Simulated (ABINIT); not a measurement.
## Quasiparticle gap of KBr (Fm-3m) in ABINIT

Wanted: ground state, empty states, screening and self-energy for KBr (Fm-3m).

Program: ABINIT 10.8.3. Level of theory: PBE and many-body steps on it, plane waves. Results are calculated unless marked as measured.

### 1. The structure

The structure is cubic, space group Fm-3m (No. 225). The conventional cell has a = 6.600 Å, b = 6.600 Å, c = 6.600 Å, α = 90.00°, β = 90.00°, γ = 90.00°. Nearest to K lie 6 Br at 3.30 Å. Br has 6 K at 3.30 Å nearest. Farther neighbours and most contacts between anions are not listed.

The cell and positions come from the Crystallography Open Database and are kept as given unless a step says otherwise.

### 2. Ground state

This step: ABINIT 10.8.3; DFT, PBE, plane waves, norm-conserving pseudopotentials.

The ground-state density comes first.

run.abi reads:

```
acell 3*1.0 Angstrom
rprim 
  0.000000000000 3.300000000000 3.300000000000
  3.300000000000 0.000000000000 3.300000000000
  3.300000000000 3.300000000000 0.000000000000
ntypat 2
znucl 19 35
natom 2
typat 1 2
xred 
  0.000000000000 0.000000000000 0.000000000000
  0.500000000000 0.500000000000 0.500000000000
pp_dirpath "pseudos"
pseudos "K.upf, Br.upf"
ecut 33
ngkpt 6 6 6
nshiftk 1
shiftk 0 0 0
kptopt 1
chksymbreak 0
nband 13
occopt 1
tolvrs 1e-10
nstep 60
prtwf 0
optforces 0
optstress 0
indata_prefix "in"
outdata_prefix "out"
tmpdata_prefix "tmp"
```

Launch:

```sh
$ OMP_NUM_THREADS=1 mpirun -n 8 abinit run.abi > log
```

Numbers of over 12 decimals in the logs are rounded to 6 here.

Output:

```text
.Version 10.8.3 of ABINIT. v10.8.2 released Aug 2026.

 Symmetries : space group Fm -3 m (#225); Bravais cF (face-center cubic)
================================================================================
 Values of the parameters that define the memory need of the present run
     intxc =       0    ionmov =       0      iscf =       7    lmnmax =       6
     lnmax =       6     mgfft =      48  mpssoang =       3    mqgrid =    3001
     natom =       2  nloc_mem =       1    nspden =       1   nspinor =       1
    nsppol =       1      nsym =      48    n1xccc =    2501    ntypat =       2
    occopt =       1   xclevel =       2
-    mband =          13        mffmem =           1         mkmem =           2
       mpw =        4419          nfft =      110592          nkpt =          16
================================================================================
  Rough estimation (10% accuracy) of disk space for files :
================================================================================

--------------------------------------------------------------------------------
------------- Echo of variables that govern the present computation ------------
--------------------------------------------------------------------------------
 -outvars: echo values of preprocessed input variables --------
            acell      1.8897261259E+00  1.8897261259E+00  1.8897261259E+00 Bohr

      chksymbreak           0
             ecut      3.30000000E+01 Hartree
-          fftalg         312

              ixc     -101130
              kpt      0.00000000E+00  0.00000000E+00  0.00000000E+00
                       1.66666667E-01  0.00000000E+00  0.00000000E+00
                       3.33333333E-01  0.00000000E+00  0.00000000E+00
                       5.00000000E-01  0.00000000E+00  0.00000000E+00
                       1.66666667E-01  1.66666667E-01  0.00000000E+00
                       3.33333333E-01  1.66666667E-01  0.00000000E+00
                       5.00000000E-01  1.66666667E-01  0.00000000E+00
                      -3.33333333E-01  1.66666667E-01  0.00000000E+00
                      -1.66666667E-01  1.66666667E-01  0.00000000E+00
   [... 5 further rows ...]
                      -3.33333333E-01  3.33333333E-01  1.66666667E-01
                      -3.33333333E-01  5.00000000E-01  1.66666667E-01
         kptrlatt        6    0    0      0    6    0      0    0    6
          kptrlen      5.29150311E+01
P           mkmem           2
            natom           2
            nband          13
            ngfft          48      48      48
             nkpt          16
            nstep          60
             nsym          48
           ntypat           2
              occ      2.000000  2.000000  2.000000  2.000000  2.000000  2.000000
                       2.000000  2.000000  0.000000  0.000000  0.000000  0.000000
                       0.000000
        optforces           0
        optstress           0
            prtwf           0
            rprim      0.0000000000E+00  3.3000000000E+00  3.3000000000E+00
[...]
spgroup         225

           tolvrs      1.00000000E-10

             xred      0.0000000000E+00  0.0000000000E+00  0.0000000000E+00
[...]
znucl       19.00000   35.00000

================================================================================

 chkinp: Checking input parameters for consistency.

================================================================================
== DATASET  1 ==================================================================
-   mpi_nproc: 8, omp_nthreads: 1 (-1 if OMP is not activated)

--- !DatasetInfo
iteration_state: {dtset: 1, }
dimensions: {natom: 2, nkpt: 16, mband: 13, nsppol: 1, nspinor: 1, nspden: 1, mpw: 4419, }
cutoff_energies: {ecut:  33.0, pawecutdg:  -1.0, }
electrons: {nelect:   1.60000000E+01, charge:   0.00000000E+00, occopt:   1.00000000E+00, tsmear:   1.00000000E-02, }

 Real(R)+Recip(G) space primitive vectors, cartesian coordinates (Bohr,Bohr^-1):
 R(1)=  0.0000000  6.2360962  6.2360962  G(1)= -0.0801784  0.0801784  0.0801784
 R(2)=  6.2360962  0.0000000  6.2360962  G(2)=  0.0801784 -0.0801784  0.0801784
 R(3)=  6.2360962  6.2360962  0.0000000  G(3)=  0.0801784  0.0801784 -0.0801784
 Unit cell volume ucvol=  4.8502979E+02 bohr^3
 Angles (23,13,12)=  6.00000000E+01  6.00000000E+01  6.00000000E+01 degrees

 getcut: wavevector=  0.0000  0.0000  0.0000  ngfft=  48  48  48
         ecut(hartree)=     33.000   => boxcut(ratio)=   2.10471

--- Pseudopotential description ------------------------------------------------
- K Generated using ONCVPSP code by D. R. Hamann
- 19.00000   9.00000  171031                  znucl, zion, pspdat
12 -101130 2 -1 2222                          pspcod,pspxc,lmax,lloc,mmax
     nproj     2     2     2
  pspatm : epsatm=    8.42413758
         --- l  ekb(1:nproj) -->
[...]
pspatm: atomic psp has been read  and splines computed

- Br Generated using ONCVPSP code by D. R. Hamann
- 35.00000   7.00000  171031                  znucl, zion, pspdat
12 -101130 2 -1 1098                          pspcod,pspxc,lmax,lloc,mmax
     nproj     2     2     2
  pspatm : epsatm=   11.64859065
         --- l  ekb(1:nproj) -->
[...]
2    2.589748    0.385882
 pspatm: atomic psp has been read  and splines computed

   3.21163652E+02                                ecore*ucvol(ha*bohr**3)
--------------------------------------------------------------------------------

_setup2: Arith. and geom. avg. npw (full set) are    4389.931    4389.903

================================================================================

--- !BeginCycle
iteration_state: {dtset: 1, }
solver: {iscf: 7, nstep: 60, nline: 4, wfoptalg: 0, }
tolerances: {tolvrs: 1.00E-10, }

     iter   Etot(hartree)      deltaE(h)  residm     vres2
 ETOT  1  -45.896533002083    -4.590E+01 2.902E-02 1.113E+02
 ETOT  2  -45.917749475748    -2.122E-02 1.194E-02 4.889E+00
 ETOT  3  -45.918052836450    -3.034E-04 3.477E-03 6.350E-01
 ETOT  4  -45.918064335551    -1.150E-05 1.884E-03 5.653E-02
 ETOT  5  -45.918065412445    -1.077E-06 5.376E-04 2.635E-04
 ETOT  6  -45.918065424610    -1.216E-08 5.991E-04 1.038E-05
 ETOT  7  -45.918065425260    -6.493E-10 2.477E-04 2.974E-07
 ETOT  8  -45.918065425276    -1.602E-11 2.684E-04 1.420E-08
 ETOT  9  -45.918065425280    -4.107E-12 1.316E-04 3.562E-10
 ETOT 10  -45.918065425279     6.395E-13 1.368E-04 4.176E-12

 At SCF step   10       vres2   =  4.18E-12 < tolvrs=  1.00E-10 =>converged.

--- !ResultsGS
iteration_state: {dtset: 1, }
comment   : Summary of ground state results
lattice_vectors:
- [  0.0000000,   6.2360962,   6.2360962, ]
- [  6.2360962,   0.0000000,   6.2360962, ]
- [  6.2360962,   6.2360962,   0.0000000, ]
lattice_lengths: [   8.81917,    8.81917,    8.81917, ]
lattice_angles: [ 60.000,  60.000,  60.000, ] # degrees, (23, 13, 12)
lattice_volume:   4.8502979E+02
convergence: {deltae:  6.395E-13, res2:  4.176E-12, residm:  1.368E-04, diffor:  0.000E+00, }
etotal    :  -4.59180654E+01
entropy   :   0.00000000E+00
fermie    :  -3.52625943E-04
cartesian_stress_tensor: null
pressure_GPa: null
xred      :
- [  0.0000E+00,   0.0000E+00,   0.0000E+00,  K]
- [  5.0000E-01,   5.0000E-01,   5.0000E-01, Br]
cartesian_forces: null
force_length_stats: {min: null, max: null, mean: null, }

 Integrated electronic density in atomic spheres:
 ------------------------------------------------
 Atom  Sphere_radius  Integrated_density
    1        2.00000          6.94495158
    2        2.00000          4.26138396
================================================================================

 ----iterations are completed or convergence reached----

 Mean square residual over all n,k,spin=   19.356E-07; max=  13.676E-05
 reduced coordinates (array xred) for    2 atoms
       0.000000000000      0.000000000000      0.000000000000
       0.500000000000      0.500000000000      0.500000000000
 rms dE/dt=  0.0000E+00; max dE/dt=  0.0000E+00; dE/dt below (all hartree)
    1       0.000000000000      0.000000000000      0.000000000000
    2       0.000000000000      0.000000000000      0.000000000000

 cartesian coordinates (angstrom) at end:
    1      0.000000     0.000000     0.000000
    2      3.300000     3.300000     3.300000
 length scales=  1.889726125908  1.889726125908  1.889726125908 bohr
              =  1.000000000000  1.000000000000  1.000000000000 angstroms
 prteigrs : about to open file out_EIG
 Fermi (or HOMO) energy (hartree) =  -0.00035   Average Vxc (hartree)=  -0.27531
 Eigenvalues (hartree) for nkpt=  16  k points:
 kpt#   1, nband= 13, wtk=  0.00463, kpt=  0.0000  0.0000  0.0000 (reduced coord)
  -1.02119   -0.45217   -0.41398   -0.41398   -0.41398   -0.00035   -0.00035   -0.00035
   0.16266    0.27924    0.27924    0.27924    0.30932
 prteigrs : prtvol=0 or 1, do not print more k-points.

--- !EnergyTerms
iteration_state     : {dtset: 1, }
comment             : Components of total free energy in Hartree
kinetic             :  1.47106268478858E+01
hartree             :  9.64140982858144E+00
xc                  : -1.16279806293620E+01
Ewald energy        : -2.93989375638298E+01
psp_core            :  6.62152419120556E-01
local_psp           : -3.62980512104498E+01
non_local_psp       :  6.39271488277462E+00
total_energy        : -4.59180654252792E+01
total_energy_eV     : -1.24949421395550E+03
band_energy         : -5.54150272413993E+00

== END DATASET(S) ==============================================================
================================================================================

 -outvars: echo values of variables after computation  --------
           etotal     -4.5918065425E+01
            nband          13
             nkpt          16
          spgroup         225
 [... the other variables as echoed above ...]

 Calculation completed.
```

The job ended after 5.5 s (8 MPI ranks of Arm Neoverse V2, shared host; peak memory 0.65 GiB).

Numbers from this step:

```yaml
total_energy: -1249.4942 eV
gap: 4.436 eV
k_of_the_valence_top: 0, 0, 0
k_of_the_conduction_bottom: 0, 0, 0
least_direct_gap: 4.436 eV
```

The gap is direct, at Γ.

[end of part 1 of 3]

[Paths, hosts, dates, memory and timing lines, banners, echoed tables and standing remarks are left out of the program output.]

[Logs are printed without paths, hosts, clocks, repeated set-up lines and the standing remarks that a program may print on its own settings, such as how far it seeks lower states.]

[Runs of the session that timed out or met a known fault of the program may be left out.]

[Hosts, paths, dates, database ids (printed as entryN), source tags and the programs' standing remarks are cut or masked in the printed files.]

[G0W0 gaps are taken among the corrected bands and points alone; a level outside them can change the order at an edge.]

[Where Ansatz stands beside ABINIT at settings called matched, ABINIT's density can come from a denser mesh and the files from another edition; pairs whose starting gaps differed by over 0.03 eV were left out, so agreement reads better than it is.]
